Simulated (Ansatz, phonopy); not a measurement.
# KI (Fm-3m): thermal expansion from first principles, part 3 of 3

Wanted: α(T), C_P(T) and B(T) of KI in the quasi-harmonic approximation.

Measurements to reproduce:
- volume expansion coefficient 113.7 1e-6/K near room temperature (given in “Descriptors for thermal expansion in solids”, 2017, arXiv:1701.03966)

Ansatz 0.2.0; DFT r2SCAN, scalar-relativistic, plane waves, PAW (the session's first sound run).

So far, principal linear expansion coefficients at 298 K (× 1e-6/K): step 5 (phonons on strained cells, cutoff 580 eV, functional r2SCAN) 49.7.

## (8) The quasi-harmonic study, cutoff 487.2 eV (continued)

Quasi-harmonic; a, b, c are the run's own cell vectors. Expansion, by row:

```
T (K)  a (Å)  b (Å)  c (Å)  alpha (deg)  beta (deg)  gamma (deg)  cell volume (Å³/cell)  alpha_a (1e-6/K)  alpha_b (1e-6/K)  alpha_c (1e-6/K)  alpha_V (1e-6/K)  C_P (J/mol-atom/K)  C_V (J/mol-atom/K)  S (J/mol-atom/K)  B_T (GPa)  B_S (GPa)  Grueneisen  extrapolation  fit error (1e-6/K)
    0  4.834  4.834  4.834           60          60           60                  79.87                 0                 0                 0                 0                   0                   0                 0      15.56      15.56           -              0                   0
   25  4.834  4.834  4.834           60          60           60                  79.88              6.23              6.23              6.23              18.7                7.81               7.807             4.056      15.53      15.54       0.895              0                0.01
   50  4.836  4.836  4.836           60          60           60                  79.95             18.87             18.87             18.87              56.6               16.03               15.97             12.26      15.39      15.45       1.313              0                0.01
   75  4.838  4.838  4.838           60          60           60                  80.09             26.13             26.13             26.13              78.4               20.17                  20             19.64      15.19      15.32       1.436              0                0.02
  100  4.842  4.842  4.842           60          60           60                  80.26             30.01             30.01             30.01             90.02               22.23               21.93             25.76      14.97      15.17       1.485              0                0.03
  125  4.846  4.846  4.846           60          60           60                  80.45             32.38             32.38             32.38             97.14               23.37               22.95             30.85      14.75      15.02       1.512              0                0.04
  150   4.85   4.85   4.85           60          60           60                  80.65             34.06             34.06             34.06             102.2               24.09               23.54             35.18      14.52      14.86        1.53              0                0.04
  175  4.854  4.854  4.854           60          60           60                  80.86             35.39             35.39             35.39             106.2               24.59               23.91             38.93      14.28      14.69       1.544              0                0.04
  200  4.858  4.858  4.858           60          60           60                  81.08             36.54             36.54             36.54             109.6               24.97               24.15             42.24      14.04      14.52       1.556              0                0.03
  225  4.863  4.863  4.863           60          60           60                  81.31             37.59             37.59             37.59             112.8               25.29               24.32              45.2       13.8      14.34       1.566              0                0.04
  250  4.867  4.867  4.867           60          60           60                  81.54             38.61             38.61             38.61             115.8               25.56               24.44             47.88      13.55      14.17       1.576              0                0.05
  275  4.872  4.872  4.872           60          60           60                  81.78             39.61             39.61             39.61             118.8                25.8               24.53             50.33       13.3      13.99       1.586              0                0.06
298.1  4.877  4.877  4.877           60          60           60                  82.01             40.55             40.55             40.55             121.6               26.02               24.59             52.42      13.07      13.82       1.596              0                0.07
  300  4.877  4.877  4.877           60          60           60                  82.02             40.62             40.62             40.62             121.9               26.03                24.6             52.58      13.05      13.81       1.596              0                0.07
  325  4.882  4.882  4.882           60          60           60                  82.28             41.66             41.66             41.66               125               26.26               24.65             54.68      12.79      13.62       1.606              0                0.09
  350  4.887  4.887  4.887           60          60           60                  82.54             42.73             42.73             42.73             128.2               26.48                24.7             56.63      12.53      13.44       1.616              0                 0.1
  375  4.892  4.892  4.892           60          60           60                  82.81             43.84             43.84             43.84             131.5               26.71               24.73             58.47      12.26      13.25       1.626              0                0.11
  400  4.898  4.898  4.898           60          60           60                  83.08             45.02             45.02             45.02             135.1               26.95               24.76              60.2         12      13.06       1.637              0                0.11
  425  4.903  4.903  4.903           60          60           60                  83.37             46.25             46.25             46.25             138.8               27.19               24.78             61.84      11.72      12.86       1.648              0                 0.1
  450  4.909  4.909  4.909           60          60           60                  83.66             47.56             47.56             47.56             142.7               27.44                24.8              63.4      11.45      12.67       1.659              0                0.07
  475  4.915  4.915  4.915           60          60           60                  83.96             48.96             48.96             48.96             146.9               27.71               24.82             64.89      11.16      12.47       1.671              0                0.07
  500  4.921  4.921  4.921           60          60           60                  84.28             50.45             50.45             50.45             151.3               27.99               24.83             66.32      10.88      12.26       1.683              0                0.16
```

Expansion coefficient against temperature; values in 1e-6/K:

```
temperature (K)  volume  principal 1
              0       0            0
             25    18.7         6.23
             50    56.6         18.9
             75    78.4         26.1
            100    90.0         30.0
            125    97.1         32.4
            150     102         34.1
            175     106         35.4
            200     110         36.5
            225     113         37.6
            250     116         38.6
            275     119         39.6
            298     122         40.5
            300     122         40.6
            325     125         41.7
            350     128         42.7
            375     132         43.8
            400     135         45.0
            425     139         46.2
            450     143         47.6
            475     147         49.0
            500     151         50.5
```

Changing the level of theory (r2SCAN → LDA, with spin-orbit coupling) and the cutoff (580 → 487.2 eV) takes the volume expansion at 298 K from 149 to 122 × 10⁻⁶/K and B_T from 9.82 to 13.1 GPa.

## (9) Free-energy fit

This step: DFT LDA, spin-orbit coupling, plane waves, PAW (phonopy 4.10.0).

Numbers from this step:

```yaml
volume_expansion_coefficient_at_300_k: 121.9 1e-6/K
isothermal_bulk_modulus_at_300_k: 13.05 GPa
c_p_at_300_k: 26.06 J/mol-atom/K
grueneisen_parameter_at_300_k: 1.596
```

The energy (each curve on its own zero) by volume; values in meV/atom:

```
volume (Å³/atom)  static  F at 0 K  F at 300 K  F at 500 K
           39.66       0      1.02         4.7        7.75
           40.26    0.45      1.05        3.34        5.22
           41.21    2.82      2.79         2.8        2.79
           42.01     6.2      5.66         3.7        2.07
           42.82    10.8      9.74        5.72        2.42
```

Phonopy-qha, vinet fit of F(V) at each temperature. Qha vinet, by row:

```
T (K)  fitted volume (Å³/atom)  alpha_V (1e-6/K)  B_T (GPa)  C_P (J/mol-atom/K)  Grueneisen
   75                    40.05             76.77      15.19               20.22       1.405
  100                    40.13             89.32      14.97               22.32       1.473
  125                    40.22             96.82      14.74               23.46       1.507
  150                    40.33               102      14.51               24.17       1.527
  175                    40.43             106.1      14.28               24.66       1.543
  200                    40.54             109.6      14.04               25.03       1.555
  225                    40.65             112.8       13.8               25.33       1.566
  250                    40.77             115.8      13.55               25.59       1.576
  275                    40.89             118.8       13.3               25.83       1.586
  300                    41.01             121.9      13.05               26.06       1.596
  325                    41.14               125      12.79               26.28       1.606
  350                    41.27             128.2      12.53               26.51       1.617
  375                     41.4             131.6      12.26               26.73       1.627
  400                    41.54             135.1      11.99               26.96       1.638
  425                    41.68             138.8      11.72                27.2       1.649
  450                    41.83             142.8      11.45               27.45        1.66
  475                    41.98             146.9      11.16               27.72       1.671
```

The volume expansion coefficient by temperature; values in 1e-6/K:

```
temperature (K)  phonopy-qha, Vinet  Ansatz's own study
             75                76.8                78.4
            100                89.3                90.0
            125                96.8                97.1
            150                 102                 102
            175                 106                 106
            200                 110                 110
            225                 113                 113
            250                 116                 116
            275                 119                 119
            300                 122                 122
            325                 125                 125
            350                 128                 128
            375                 132                 132
            400                 135                 135
            425                 139                 139
            450                 143                 143
            475                 147                 147
```

The fit gives a volume expansion of 122 × 10⁻⁶/K at 300 K, against 122 at 298 K from the study itself, whose static fit uses more cells.

## (10) Results

| Property | Result |
| --- | --- |
| settings of these figures | r2SCAN, 580 eV, k 8×8×8, q 2×2×2 |
| volume expansion coefficient at 298 K | 149.0 1e-6/K |
| C_P at 298 K | 26.48 J/mol-atom/K |
| entropy at 298 K | 54.44 J/mol-atom/K |
| isothermal bulk modulus at 298 K | 9.821 GPa |
| Grüneisen parameter at 298 K | 1.658 |
| volume at 298 K | 46.41 Å³/atom |
| principal linear expansion coefficients at 298 K | 49.66, 49.66, 49.66 1e-6/K |

In words: Near room temperature KI expands by 149 × 10⁻⁶/K in volume by r2SCAN, with C_P = 26.5 J/(mol K) per mole of atoms and B_T = 9.82 GPa. C_P at room temperature is 106 % of the classical 3R an atom; C_V is 99 %, and the rest is expansion work. A measured volume expansion coefficient near room temperature is 113.7 1e-6/K (arXiv:1701.03966); the calculated 149 1e-6/K differs by +31 %. The levels of theory differ by up to 27.3 × 10⁻⁶/K in the volume expansion at 298 K. The PAW files were made for PBE and are used here under another functional, for which the program regenerates the frozen cores.

[Logs are printed without paths, hosts, clocks, repeated set-up lines and the standing remarks that a program may print on its own settings, such as how far it seeks lower states.]

[Hosts, paths, dates, database ids (printed as entryN), source tags and the programs' standing remarks are cut or masked in the printed files.]

[A step with changed settings may run another functional than the one named; its input shows which.]
